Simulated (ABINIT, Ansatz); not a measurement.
# Al3Os (Pm-3m): zone-centre phonons

Aim: the zone-centre modes of Al3Os (Pm-3m).

Calculated with ABINIT 10.8.3; DFT PBEsol, scalar-relativistic, plane waves, PseudoDojo norm-conserving pseudopotentials.

The structure was built from a prototype and need not be the compound's stable phase.

**1. Starting point**

Symmetry: Pm-3m, No. 221, cubic system. The conventional cell has a = 3.843 Å, b = 3.843 Å, c = 3.843 Å, α = 90.00°, β = 90.00°, γ = 90.00°. Os has 12 Al at 2.72 Å nearest. Nearest to Al lie 4 Os at 2.72 Å and 8 Al at 2.72 Å. Farther neighbours are not listed.

**2. Relaxing the cell and atoms**

The harmonic expansion needs vanishing forces, and a free crystal bears no stress, so cell and atoms are brought to rest. Stress is more sensitive to the basis than forces are: the last 3 Ha under the cutoff are smoothed with ecutsm, and the cutoff is raised above that of the later runs.

The starting cell comes from a relaxation made beforehand in Ansatz (PBEsol, PseudoDojo NC).

Input file relax.abi:

```
# relaxation
ionmov 2
optcell 2
dilatmx 1.08
ntime 40
tolmxf 1.0d-05
tolvrs 1.0d-14
prtwf 0
prtden 0
chksymtnons 0

# basis, mesh and filling
ecut 41.0
ecutsm 3.0
ngkpt 8 8 8
nshiftk 1
shiftk 0.0 0.0 0.0
istwfk *1
occopt 7
tsmear 0.01
nband 20
nstep 100
diemac 1000000.0
prtebands 0
prtgsr 0
useylm 1

# cell and atoms
acell 3*1.0 Angstrom
rprim 
    3.843393512 0.0 0.0
    0.0 3.843393512 0.0
    0.0 0.0 3.843393512
ntypat 2
znucl 76 13
natom 4
typat 1 2 2 2
xred 
    0.0 0.0 0.0
    0.0 0.5 0.5
    0.5 0.0 0.5
    0.5 0.5 0.0
pp_dirpath "./pseudo"
pseudos "Os.upf, Al.upf"
```

On the command line:

```bash
$ OMP_NUM_THREADS=1 mpirun -n 4 abinit relax.abi > relax.log
```

Numbers of over 12 decimals in the logs are rounded to 6 here.

relax.abo, the main output file:

```text
[banners, grids, parts of the stress and lines that vanish by symmetry left out]
- input  file    -> relax.abi
- output file    -> relax.abo
- root for input  files -> relaxi
[...]
Symmetries : space group Pm -3 m (#221); Bravais cP (primitive cubic)
[...]
mpw =        6088          nfft =      110592          nkpt =          35
[...]
== DATASET  1 ==================================================================
[...]
cutoff_energies: {ecut:  41.0, pawecutdg:  -1.0, }
[...]
ETOT  1  -108.06891857306    -1.081E+02 6.077E-02 2.900E+02
 ETOT  2  -108.09281143253    -2.389E-02 1.804E-02 4.937E+02
 ETOT  3  -108.14945327795    -5.664E-02 6.649E-03 3.722E+01
 ETOT  4  -108.15364605368    -4.193E-03 1.924E-03 1.376E-02
 ETOT  5  -108.15364717188    -1.118E-06 1.524E-03 3.013E-03
[...]
At SCF step   10       vres2   =  9.32E-16 < tolvrs=  1.00E-14 =>converged.
[...]
sigma(1 1)= -1.37230736E-06  sigma(3 2)=  0.00000000E+00
  sigma(2 2)= -1.37230736E-06  sigma(3 1)=  0.00000000E+00
  sigma(3 3)= -1.37230736E-06  sigma(2 1)=  0.00000000E+00
[...]
convergence: {deltae:  1.691E-12, res2:  9.317E-16, residm:  5.899E-05, diffor: null, }
etotal    :  -1.08153647E+02
[...]
ETOT  1  -108.15364295018    -1.082E+02 4.651E-05 4.110E-02
[...]
At SCF step    7       vres2   =  3.42E-15 < tolvrs=  1.00E-14 =>converged.
[...]
sigma(1 1)= -6.66625420E-07  sigma(3 2)=  0.00000000E+00
  sigma(2 2)= -6.66625420E-07  sigma(3 1)=  0.00000000E+00
  sigma(3 3)= -6.66625420E-07  sigma(2 1)=  0.00000000E+00
[...]
convergence: {deltae:  3.823E-12, res2:  3.422E-15, residm:  1.679E-05, diffor: null, }
etotal    :  -1.08153648E+02
[...]
ETOT  1  -108.15364345453    -1.082E+02 1.543E-05 3.670E-02
[...]
ETOT  6  -108.15364753619     7.745E-12 1.118E-05 5.004E-13
 ETOT  7  -108.15364753619    -3.539E-12 9.697E-06 2.891E-15
 At SCF step    7       vres2   =  2.89E-15 < tolvrs=  1.00E-14 =>converged.
[...]
sigma(1 1)= -2.17405038E-10  sigma(3 2)=  0.00000000E+00
  sigma(2 2)= -2.17405038E-10  sigma(3 1)=  0.00000000E+00
  sigma(3 3)= -2.17405038E-10  sigma(2 1)=  0.00000000E+00
[...]
convergence: {deltae: -3.539E-12, res2:  2.891E-15, residm:  9.697E-06, diffor: null, }
etotal    :  -1.08153648E+02
[...]
At Broyd/MD step   3, gradients are converged :
[...]
sigma(1 1)= -2.17405038E-10  sigma(3 2)=  0.00000000E+00
  sigma(2 2)= -2.17405038E-10  sigma(3 1)=  0.00000000E+00
  sigma(3 3)= -2.17405038E-10  sigma(2 1)=  0.00000000E+00
[...]
- sigma(1 1)= -6.39627706E-06  sigma(3 2)=  0.00000000E+00
- sigma(2 2)= -6.39627706E-06  sigma(3 1)=  0.00000000E+00
- sigma(3 3)= -6.39627704E-06  sigma(2 1)=  0.00000000E+00
[...]
fcart     -0.0000000000E+00 -0.0000000000E+00 -0.0000000000E+00
           strten     -2.1740503842E-10 -2.1740503842E-10 -2.1740503755E-10
================================================================================

[key lines of the parts left out:]
pressure_GPa:   6.3963E-06
Total energy (etotal) [Ha]= -1.08153647536189E+02
```

The job ended after 60 s (4 MPI ranks of AMD EPYC 9R45, shared host).

Little changed from the start: no atom moved by 0.005 Å and no cell edge by 0.1 %.

Read from the output:

```
volume per atom   : 14.20 Å³
pressure          : 6.40e-6 GPa
gap on the k-mesh : 0 eV
```

**3. Ground state**

The response is built on these wavefunctions, so the potential is converged far more tightly than an energy would need. Occupations are smeared.

Input file gs.abi:

```
# ground state
tolvrs 1.0d-16
prtden 1
prtwf 1

# basis, mesh and filling
ecut 33.0
ngkpt 8 8 8
nshiftk 1
shiftk 0.0 0.0 0.0
istwfk *1
occopt 7
tsmear 0.01
nband 20
nstep 100
diemac 1000000.0
prtebands 0
prtgsr 0
useylm 1

# cell and atoms
acell 3*1.0 Angstrom
rprim 
    3.843701252 0.0 0.0
    0.0 3.843701252 0.0
    0.0 0.0 3.843701252
ntypat 2
znucl 76 13
natom 4
typat 1 2 2 2
xred 
    0.0 0.0 0.0
    0.0 0.5 0.5
    0.5 0.0 0.5
    0.5 0.5 0.0
pp_dirpath "./pseudo"
pseudos "Os.upf, Al.upf"
```

On the command line:

```bash
$ OMP_NUM_THREADS=1 mpirun -n 4 abinit gs.abi > gs.log
```

gs.abo, the main output file:

```text
[banners, grids, parts of the stress and lines that vanish by symmetry left out]
- input  file    -> gs.abi
- output file    -> gs.abo
- root for input  files -> gsi
[...]
Symmetries : space group Pm -3 m (#221); Bravais cP (primitive cubic)
[...]
mpw =        3495          nfft =       64000          nkpt =          35
[...]
== DATASET  1 ==================================================================
[...]
cutoff_energies: {ecut:  33.0, pawecutdg:  -1.0, }
[...]
ETOT  1  -108.07541700668    -1.081E+02 9.319E-02 1.751E+02
 ETOT  2  -108.08660013105    -1.118E-02 1.846E-02 3.151E+02
 ETOT  3  -108.14944086395    -6.284E-02 7.587E-03 2.070E+01
 ETOT  4  -108.15348695470    -4.046E-03 2.477E-03 1.413E-02
 ETOT  5  -108.15348885337    -1.899E-06 1.634E-03 1.533E-03
[...]
ETOT 10  -108.15348911841     1.236E-12 1.675E-04 1.286E-15
 ETOT 11  -108.15348911841     2.402E-12 9.619E-05 6.295E-17
 At SCF step   11       vres2   =  6.30E-17 < tolvrs=  1.00E-16 =>converged.
[...]
sigma(1 1)=  5.65478742E-06  sigma(3 2)=  0.00000000E+00
  sigma(2 2)=  5.65478742E-06  sigma(3 1)=  0.00000000E+00
  sigma(3 3)=  5.65478742E-06  sigma(2 1)=  0.00000000E+00
[...]
convergence: {deltae:  2.402E-12, res2:  6.295E-17, residm:  9.619E-05, diffor: null, }
etotal    :  -1.08153489E+02
[...]
sigma(1 1)=  5.65478742E-06  sigma(3 2)=  0.00000000E+00
  sigma(2 2)=  5.65478742E-06  sigma(3 1)=  0.00000000E+00
  sigma(3 3)=  5.65478742E-06  sigma(2 1)=  0.00000000E+00
[...]
- sigma(1 1)=  1.66369590E-01  sigma(3 2)=  0.00000000E+00
- sigma(2 2)=  1.66369590E-01  sigma(3 1)=  0.00000000E+00
- sigma(3 3)=  1.66369590E-01  sigma(2 1)=  0.00000000E+00
[...]
fcart     -0.0000000000E+00 -0.0000000000E+00 -0.0000000000E+00
           strten      5.6547874243E-06  5.6547874243E-06  5.6547874243E-06
================================================================================

[key lines of the parts left out:]
pressure_GPa:  -1.6637E-01
```

It took 16 s on 4 MPI ranks; 62 s of CPU time.

This step gave:

| Item | Value |
| --- | --- |
| pressure | -0.1664 GPa |

The cell stands at -0.17 GPa: the relaxation ran with a smoothed and higher cutoff, and the difference is a stress of the finite basis.

**4. Zone-centre response**

At q = 0 one unit cell holds all displacements. The response is solved for single atoms along the cell's directions, and symmetry skips those that follow from others. The crystal is treated as a metal, which screens a static field, so no field response is asked.

Input file dfpt_gamma.abi:

```

# common to the responses
getwfk_filepath "gso_WFK"
kptopt 2
nqpt 1
qpt 0.0 0.0 0.0
asr 0
chneut 0

# displacements
rfphon 1
rfatpol 1 4
rfdir 1 1 1
tolvrs 1.0d-10
prtwf 0

# basis, mesh and filling
ecut 33.0
ngkpt 8 8 8
nshiftk 1
shiftk 0.0 0.0 0.0
istwfk *1
occopt 7
tsmear 0.01
nband 20
nstep 100
diemac 1000000.0
prtebands 0
prtgsr 0
useylm 1

# cell and atoms
acell 3*1.0 Angstrom
rprim 
    3.843701252 0.0 0.0
    0.0 3.843701252 0.0
    0.0 0.0 3.843701252
ntypat 2
znucl 76 13
natom 4
typat 1 2 2 2
xred 
    0.0 0.0 0.0
    0.0 0.5 0.5
    0.5 0.0 0.5
    0.5 0.5 0.0
pp_dirpath "./pseudo"
pseudos "Os.upf, Al.upf"
```

On the command line:

```bash
$ OMP_NUM_THREADS=1 mpirun -n 4 abinit dfpt_gamma.abi > dfpt_gamma.log
```

dfpt_gamma.abo, the main output file:

```text
[banners, grids, parts of the stress and lines that vanish by symmetry left out]
- input  file    -> dfpt_gamma.abi
- output file    -> dfpt_gamma.abo
- root for input  files -> dfpt_gammai
- root for output files -> dfpt_gammao

 Symmetries : space group Pm -3 m (#221); Bravais cP (primitive cubic)
================================================================================
 Values of the parameters that define the memory need of the present run (RF).
     intxc =       0      iscf =       7    lmnmax =      32     lnmax =       8
     mgfft =      40  mpssoang =       4    mqgrid =    3001     natom =       4
  nloc_mem =       1    nspden =       1   nspinor =       1    nsppol =       1
      nsym =      48    n1xccc =    2501    ntypat =       2    occopt =       7
   xclevel =       2
-    mband =          20        mffmem =           1         mkmem =          65
-   mkqmem =          65        mk1mem =          65           mpw =        3495
      nfft =       64000          nkpt =         260
- my_mband =          20
================================================================================
================================================================================

--------------------------------------------------------------------------------
------------- Echo of variables that govern the present computation ------------
--------------------------------------------------------------------------------
-
- outvars: echo of selected default values
-   iomode0 =  0 , fftalg0 =312 , wfoptalg0 =  0
-
- outvars: echo of global parameters not present in the input file
-  max_nthreads =    1
-
 -outvars: echo values of preprocessed input variables
 [... echo left out ...]
================================================================================

 chkinp: Checking input parameters for consistency.

[...]
== DATASET  1 ==================================================================
-   mpi_nproc: 4, omp_nthreads: 1 (-1 if OMP is not activated)

--- !DatasetInfo
iteration_state: {dtset: 1, }
dimensions: {natom: 4, nkpt: 260, mband: 20, nsppol: 1, nspinor: 1, nspden: 1, mpw: 3495, }
cutoff_energies: {ecut:  33.0, pawecutdg:  -1.0, }
electrons: {nelect:   2.50000000E+01, charge:   0.00000000E+00, occopt:   7.00000000E+00, tsmear:   1.00000000E-02, }
meta: {optdriver: 1, rfphon: 1, }
...

 mkfilename: getwfk from: gso_WFK

 Real(R)+Recip(G) space primitive vectors, cartesian coordinates (Bohr,Bohr^-1):
 R(1)=  7.2635427  0.0000000  0.0000000  G(1)=  0.1376739  0.0000000  0.0000000
 R(2)=  0.0000000  7.2635427  0.0000000  G(2)=  0.0000000  0.1376739  0.0000000
 R(3)=  0.0000000  0.0000000  7.2635427  G(3)=  0.0000000  0.0000000  0.1376739
 Unit cell volume ucvol=  3.8321763E+02 bohr^3
 Angles (23,13,12)=  9.00000000E+01  9.00000000E+01  9.00000000E+01 degrees
 setup1 : take into account q-point for computing boxcut.

 getcut: wavevector=  0.0000  0.0000  0.0000  ngfft=  40  40  40
         ecut(hartree)=     33.000   => boxcut(ratio)=   2.12956

--- Pseudopotential description ------------------------------------------------
- pspini: atom type   1  psp file is ./pseudo/Os.upf

- pspini: atom type   2  psp file is ./pseudo/Al.upf

   7.04338285E+02                                ecore*ucvol(ha*bohr**3)
--------------------------------------------------------------------------------

 ==>  initialize data related to q vector <==

 The list of irreducible perturbations for this q vector is:
    1)    idir= 1    ipert=   1
    2)    idir= 1    ipert=   2
    3)    idir= 2    ipert=   2

[...]
The perturbation idir=   2  ipert=   1 is
 symmetric of a previously calculated perturbation.
 So, its SCF calculation is not needed.

 The perturbation idir=   3  ipert=   1 is
 symmetric of a previously calculated perturbation.
 So, its SCF calculation is not needed.

 The perturbation idir=   3  ipert=   2 is
 symmetric of a previously calculated perturbation.
 So, its SCF calculation is not needed.

 The perturbation idir=   1  ipert=   3 is
 symmetric of a previously calculated perturbation.
 So, its SCF calculation is not needed.

[...]
The perturbation idir=   2  ipert=   4 is
 symmetric of a previously calculated perturbation.
 So, its SCF calculation is not needed.

 The perturbation idir=   3  ipert=   4 is
 symmetric of a previously calculated perturbation.
 So, its SCF calculation is not needed.

--------------------------------------------------------------------------------
 Perturbation wavevector (in red.coord.)   0.000000  0.000000  0.000000
 Perturbation : displacement of atom   1   along direction   1
 Found     8 symmetries that leave the perturbation invariant.

[...]
dfpt_looppert : total number of electrons, from k and k+q
  fully or partially occupied states are    2.500000E+01 and    2.500000E+01.
 Initialisation of the first-order wave-functions :
  ireadwf=   0

--- !BeginCycle
iteration_state: {dtset: 1, }
solver: {iscf: 7, nstep: 100, nline: 4, wfoptalg: 0, }
tolerances: {tolvrs: 1.00E-10, }
...

     iter   2DEtotal(Ha)        deltaE(Ha) residm    vres2
-ETOT  1   8.314675     -4.457E+03 1.115E+01 1.356E+04
 ETOT  2   3.009822     -5.305E+00 2.260E-01 7.506E+02
 ETOT  3   2.759520     -2.503E-01 1.027E-01 1.033E+01
 ETOT  4   2.755182     -4.337E-03 4.718E-02 1.498E-01
 ETOT  5   2.755245      6.223E-05 1.779E-02 3.213E-01
[...]
At SCF step    9       vres2   =  5.85E-11 < tolvrs=  1.00E-10 =>converged.
[...]
Mean square residual over all n,k,spin=   70.370E-08; max=  94.623E-05

 Thirteen components of 2nd-order total energy (hartree) are
 1,2,3: 0th-order hamiltonian combined with 1st-order wavefunctions
     kin0=   3.56561866E+03 eigvalue=   2.78044673E+02  local=  -2.32747741E+03
 4,5,6: 1st-order hamiltonian combined with 1st and 0th-order wfs
 loc psp =  -5.86413310E+03  Hartree=   1.58863948E+03     xc=  -2.36074067E+02
 note that "loc psp" includes a xc core correction that could be resolved
 7,8,9: eventually, occupation + non-local contributions
    edocc=   3.06358494E+02     enl0=   1.28743362E+03   enl1=  -3.06095380E+03
 1-9 gives the relaxation energy (to be shifted if some occ is /=2.0)
   erelax=  -4.46254345E+03
 10,11,12 Non-relaxation  contributions : frozen-wavefunctions and Ewald
 fr.local=   2.78816067E+03 fr.nonlo=   1.52993836E+03  Ewald=   8.30429195E+01
 13,14 Frozen wf xc core corrections (1) and (2)
 frxc 1  =  -4.08033699E+02  frxc 2 =   4.72190314E+02
 Resulting in :
 2DEtotal=    0.2755112471E+01 Ha. Also 2DEtotal=    0.749704296026E+02 eV
    (2DErelax=   -4.4625434514E+03 Ha. 2DEnonrelax=    4.4652985639E+03 Ha)
    (  non-var. 2DEtotal :    2.7551137200E+00 Ha)

[...]
Perturbation wavevector (in red.coord.)   0.000000  0.000000  0.000000
 Perturbation : displacement of atom   2   along direction   1
 Found     8 symmetries that leave the perturbation invariant.

[...]
dfpt_looppert : total number of electrons, from k and k+q
  fully or partially occupied states are    2.500000E+01 and    2.500000E+01.
 Initialisation of the first-order wave-functions :
  ireadwf=   0

--- !BeginCycle
iteration_state: {dtset: 1, }
solver: {iscf: 7, nstep: 100, nline: 4, wfoptalg: 0, }
tolerances: {tolvrs: 1.00E-10, }
...

     iter   2DEtotal(Ha)        deltaE(Ha) residm    vres2
-ETOT  1   5.813200     -3.151E+01 1.372E+00 2.924E+03
[...]
At SCF step    9       vres2   =  4.77E-11 < tolvrs=  1.00E-10 =>converged.
[...]
Mean square residual over all n,k,spin=   30.474E-08; max=  41.097E-05

 Thirteen components of 2nd-order total energy (hartree) are
 1,2,3: 0th-order hamiltonian combined with 1st-order wavefunctions
     kin0=   2.48587239E+01 eigvalue=  -3.05432718E+00  local=  -1.46692097E+01
 4,5,6: 1st-order hamiltonian combined with 1st and 0th-order wfs
 loc psp =  -1.11511216E+01  Hartree=   7.20858680E+00     xc=  -2.16504989E+00
 note that "loc psp" includes a xc core correction that could be resolved
 7,8,9: eventually, occupation + non-local contributions
    edocc=   3.24374147E+00     enl0=   1.68466443E+01   enl1=  -5.33870979E+01
 1-9 gives the relaxation energy (to be shifted if some occ is /=2.0)
   erelax=  -3.22691098E+01
 10,11,12 Non-relaxation  contributions : frozen-wavefunctions and Ewald
 fr.local=   9.95121697E+00 fr.nonlo=   3.69030518E+01  Ewald=  -8.47814510E+00
 13,14 Frozen wf xc core corrections (1) and (2)
 frxc 1  =  -4.25662769E+00  frxc 2 =   3.20780586E+00
 Resulting in :
 2DEtotal=    0.5058192056E+01 Ha. Also 2DEtotal=    0.137640417734E+03 eV
    (2DErelax=   -3.2269109751E+01 Ha. 2DEnonrelax=    3.7327301807E+01 Ha)
    (  non-var. 2DEtotal :    5.0581920865E+00 Ha)

[...]
Perturbation wavevector (in red.coord.)   0.000000  0.000000  0.000000
 Perturbation : displacement of atom   2   along direction   2
 Found     4 symmetries that leave the perturbation invariant.

--------------------------------------------------------------------------------

--------------------------------------------------------------------------------

 dfpt_looppert : total number of electrons, from k and k+q
  fully or partially occupied states are    2.500000E+01 and    2.500000E+01.
 Initialisation of the first-order wave-functions :
  ireadwf=   0

--- !BeginCycle
iteration_state: {dtset: 1, }
solver: {iscf: 7, nstep: 100, nline: 4, wfoptalg: 0, }
tolerances: {tolvrs: 1.00E-10, }
...

     iter   2DEtotal(Ha)        deltaE(Ha) residm    vres2
-ETOT  1   4.817207     -3.286E+01 1.325E+00 5.007E+03
[...]
ETOT  8   3.440291     -4.789E-09 1.369E-04 1.384E-09
 ETOT  9   3.440291     -5.045E-13 8.047E-05 1.804E-12

 At SCF step    9       vres2   =  1.80E-12 < tolvrs=  1.00E-10 =>converged.
[...]
Mean square residual over all n,k,spin=   36.628E-09; max=  80.474E-06

 Thirteen components of 2nd-order total energy (hartree) are
 1,2,3: 0th-order hamiltonian combined with 1st-order wavefunctions
     kin0=   2.69182247E+01 eigvalue=  -3.27303177E+00  local=  -1.60002944E+01
 4,5,6: 1st-order hamiltonian combined with 1st and 0th-order wfs
 loc psp =  -7.78771751E+00  Hartree=   7.76646091E+00     xc=  -2.17411973E+00
 note that "loc psp" includes a xc core correction that could be resolved
 7,8,9: eventually, occupation + non-local contributions
    edocc=   3.00594722E+00     enl0=   1.79932217E+01   enl1=  -6.06850997E+01
 1-9 gives the relaxation energy (to be shifted if some occ is /=2.0)
   erelax=  -3.42364086E+01
 10,11,12 Non-relaxation  contributions : frozen-wavefunctions and Ewald
 fr.local=  -6.35581506E+01 fr.nonlo=   4.11946735E+01  Ewald=   6.13310797E+01
 13,14 Frozen wf xc core corrections (1) and (2)
 frxc 1  =  -4.20321664E+00  frxc 2 =   2.91231357E+00
 Resulting in :
 2DEtotal=    0.3440290996E+01 Ha. Also 2DEtotal=    0.936150870993E+02 eV
    (2DErelax=   -3.4236408613E+01 Ha. 2DEnonrelax=    3.7676699610E+01 Ha)
    (  non-var. 2DEtotal :    3.4402910229E+00 Ha)

[...]
---- first-order wavefunction calculations are completed ----

 ==> Compute Derivative Database <==

 [... matrices left out ...]
  Phonon wavevector (reduced coordinates) :  0.00000  0.00000  0.00000
 Phonon energies in Hartree :
  -1.352833E-05 -1.352833E-05 -1.352833E-05  7.024607E-04  7.024607E-04
   7.024607E-04  1.139070E-03  1.139070E-03  1.139070E-03  1.720667E-03
   1.720667E-03  1.720667E-03
 Phonon frequencies in cm-1    :
- -2.969125E+00 -2.969125E+00 -2.969125E+00  1.541723E+02  1.541723E+02
-  1.541723E+02  2.499970E+02  2.499970E+02  2.499970E+02  3.776428E+02
-  3.776428E+02  3.776428E+02

== END DATASET(S) ==============================================================
================================================================================

 -outvars: echo values of variables after computation
            acell      1.8897261259E+00  1.8897261259E+00  1.8897261259E+00 Bohr
           etotal      3.4402909963E+00
            fcart      0.0000000000E+00  0.0000000000E+00  0.0000000000E+00
           strten      0.0000000000E+00  0.0000000000E+00  0.0000000000E+00
================================================================================
```

The job ended after 90 s (4 MPI ranks).

This step gave:

```yaml
largest_acoustic_frequency_at_the_zone_centre_before_the_sum_rule: -2.97 cm⁻¹
highest_optical_zone_centre_mode_no_lo_to_term: 377.6 cm⁻¹
lowest_optical_zone_centre_mode: 154.2 cm⁻¹
```

The acoustic modes at Γ come out as far as 3.0 cm⁻¹ from zero, where they should vanish, a small numerical error.

[end of part 1 of 2]

[Host names and launcher messages were left out of these logs when they were recorded.]

[Logs are printed without paths, hosts, clocks, repeated set-up lines and the standing remarks that a program may print on its own settings, such as how far it seeks lower states.]

[Hosts, paths, dates, database ids (printed as entryN), source tags and the programs' standing remarks are cut or masked in the printed files.]
